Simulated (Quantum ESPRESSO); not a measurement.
# Fe: energy over the lowest against total spin moment, fitted and tested on a withheld row

System: Fe, 1 Fe in the cell, space group Im-3m. Cell as run: a = 2.482, b = 2.482, c = 2.482 Å, angles 109.5, 109.5, 109.5°, 1 atoms. From the study “E(M) of Fe”.

Method: PBE; plane waves with GBRV 1.5 PBE potentials (Quantum ESPRESSO 7.5). Settings shared by all rows: cutoff 544.23 eV, 20×20×20 k-mesh, fermi-dirac occupations, smearing width 0.05 eV. The cell holds one seeded atom, so opposed orders, which may lie lower, cannot form in it.

Computed values, one withheld:

```tsv
total spin moment (μB a cell)	energy over the lowest (meV a cell)
0	594.5
0.28	577.0
0.561	525.1
0.841	442.4
1.121	338.8
1.402	228.8
1.682	?
1.963	43.0
2.243	0.8
2.2844	0.0
2.523	15.2
2.804	96.9
3.084	300.6
```

**Question.** Choose a law, fit it, and give the withheld energy over the lowest (total spin moment = 1.682 μB a cell).

**Law.** Time reversal makes the energy at fixed moment even in the moment, so it is expanded as a Landau series in M². In symbols, E = c0 + c2 M² + c4 M⁴ + c6 M⁶, with energy over the lowest in meV a cell.

**Fit.** Least squares on 12 rows gives c0 = 593.443, c2 = -228.768, c4 = 23.286 and c6 = -0.26378.

```tsv
total spin moment (μB a cell)	computed	fit	computed − fit
0	594.5	593.44	1.06
0.28	577.0	575.65	1.35
0.561	525.1	523.74	1.36
0.841	442.4	443.20	-0.80
1.121	338.8	342.21	-3.41
1.402	228.8	231.74	-2.94
1.963	43.0	42.58	0.42
2.243	0.8	-1.69	2.49
2.2844	0.0	-3.73	3.73
2.523	15.2	12.72	2.48
2.804	96.9	106.05	-9.15
3.084	300.6	297.12	3.48
```

The fit has a minimum at M = 2.33 μB a cell. Its quadratic term is negative, which makes M = 0 a maximum of the fitted curve.

**Prediction.** At total spin moment = 1.682 μB a cell the law predicts 126.64 meV a cell. The computed value is 129.2 meV a cell, 2.56 above the prediction (2.0 % of it). The row lies between fitted rows, so this is an interpolation. The miss is smaller than the rms residual of the fit, 3.51.

[Logs and program files are shortened in this print: banners, set-up blocks, solver, clock and traceback lines can be left out without a mark of their own.]

[Logs are printed without paths, hosts, clocks, repeated set-up lines and the standing remarks that a program may print on its own settings, such as how far it seeks lower states.]

[Hosts, paths, dates, database ids (printed as entryN), source tags and the programs' standing remarks are cut or masked in the printed files.]

[Where a cell is said to come from a database of computed structures, the database is the Materials Project.]
